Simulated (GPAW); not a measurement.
Two runs for the Fe K edge of atom 2 in GaFe3 (Fm-3m). Run A: GPAW, LDA, excited-electron core hole (neutral cell), 16-atom cell with 5.8 Å between holes, 3×3×3 k points, dipole transitions, Gaussian full width 1.25 eV up to 4 eV, rising linearly to 3.5 eV at 25 eV. Run B has a fault in its input.

Energy from the lowest empty level; intensity scaled to a mean of 1 over the first 20 eV:

| E (eV) | A | B |
| --- | --- | --- |
| -2.0 | 0.00 | 0.12 |
| -1.4 | 0.00 | 0.15 |
| -0.8 | 0.01 | 0.18 |
| -0.2 | 0.08 | 0.22 |
| 0.4 | 0.23 | 0.26 |
| 1.0 | 0.36 | 0.30 |
| 1.6 | 0.44 | 0.35 |
| 2.2 | 0.48 | 0.39 |
| 2.8 | 0.41 | 0.44 |
| 3.4 | 0.35 | 0.49 |
| 4.0 | 0.35 | 0.55 |
| 4.6 | 0.46 | 0.60 |
| 5.2 | 0.62 | 0.65 |
| 5.8 | 0.70 | 0.71 |
| 6.4 | 0.76 | 0.76 |
| 7.0 | 0.96 | 0.81 |
| 7.6 | 1.07 | 0.86 |
| 8.2 | 0.89 | 0.91 |
| 8.8 | 0.69 | 0.96 |
| 9.4 | 0.83 | 1.00 |
| 10.0 | 1.16 | 1.05 |
| 10.6 | 1.30 | 1.10 |
| 11.2 | 1.09 | 1.14 |
| 11.8 | 0.84 | 1.19 |
| 12.4 | 0.85 | 1.24 |
| 13.0 | 1.13 | 1.29 |
| 13.6 | 1.43 | 1.33 |
| 14.2 | 1.56 | 1.38 |
| 14.8 | 1.48 | 1.41 |
| 15.4 | 1.34 | 1.45 |
| 16.0 | 1.34 | 1.47 |
| 16.6 | 1.52 | 1.49 |
| 17.2 | 1.78 | 1.50 |
| 17.8 | 1.91 | 1.50 |
| 18.4 | 1.83 | 1.49 |
| 19.0 | 1.59 | 1.48 |
| 19.6 | 1.32 | 1.46 |
| 20.2 | 1.15 | 1.44 |
| 20.8 | 1.11 | 1.41 |
| 21.4 | 1.14 | 1.39 |
| 22.0 | 1.18 | 1.38 |
| 22.6 | 1.18 | 1.37 |
| 23.2 | 1.15 | 1.37 |
| 23.8 | 1.11 | 1.38 |
| 24.4 | 1.08 | 1.39 |
| 25.0 | 1.12 | 1.42 |
| 25.6 | 1.23 | 1.44 |
| 26.2 | 1.38 | 1.47 |
| 26.8 | 1.55 | 1.49 |
| 27.4 | 1.67 | 1.51 |
| 28.0 | 1.74 | 1.52 |
| 28.6 | 1.74 | 1.52 |
| 29.2 | 1.69 | 1.51 |
| 29.8 | 1.62 | 1.49 |
| 30.4 | 1.53 | 1.46 |
| 31.0 | 1.42 | 1.43 |
| 31.6 | 1.29 | 1.40 |

**Question.** What went wrong in run B?

The broadening is far too large. The scaled spectrum changes by 17 % r.m.s. The highest intensity below 24 eV goes from 17.9 eV (1.92) to 17.6 eV (1.50). Other settings could leave a like mark; this is the one that was changed.

[Hosts, paths, dates, database ids (printed as entryN), source tags and the programs' standing remarks are cut or masked in the printed files.]

[Lists of maxima count a maximum above −3 eV only where it reaches 4 % of the highest in the window and stands out from its surroundings by 2 % of it (1.5 % where it reaches 55 %); shoulders and weaker maxima are passed over, and of the rest the first, up to two pre-edge ones and the few strongest are named.]
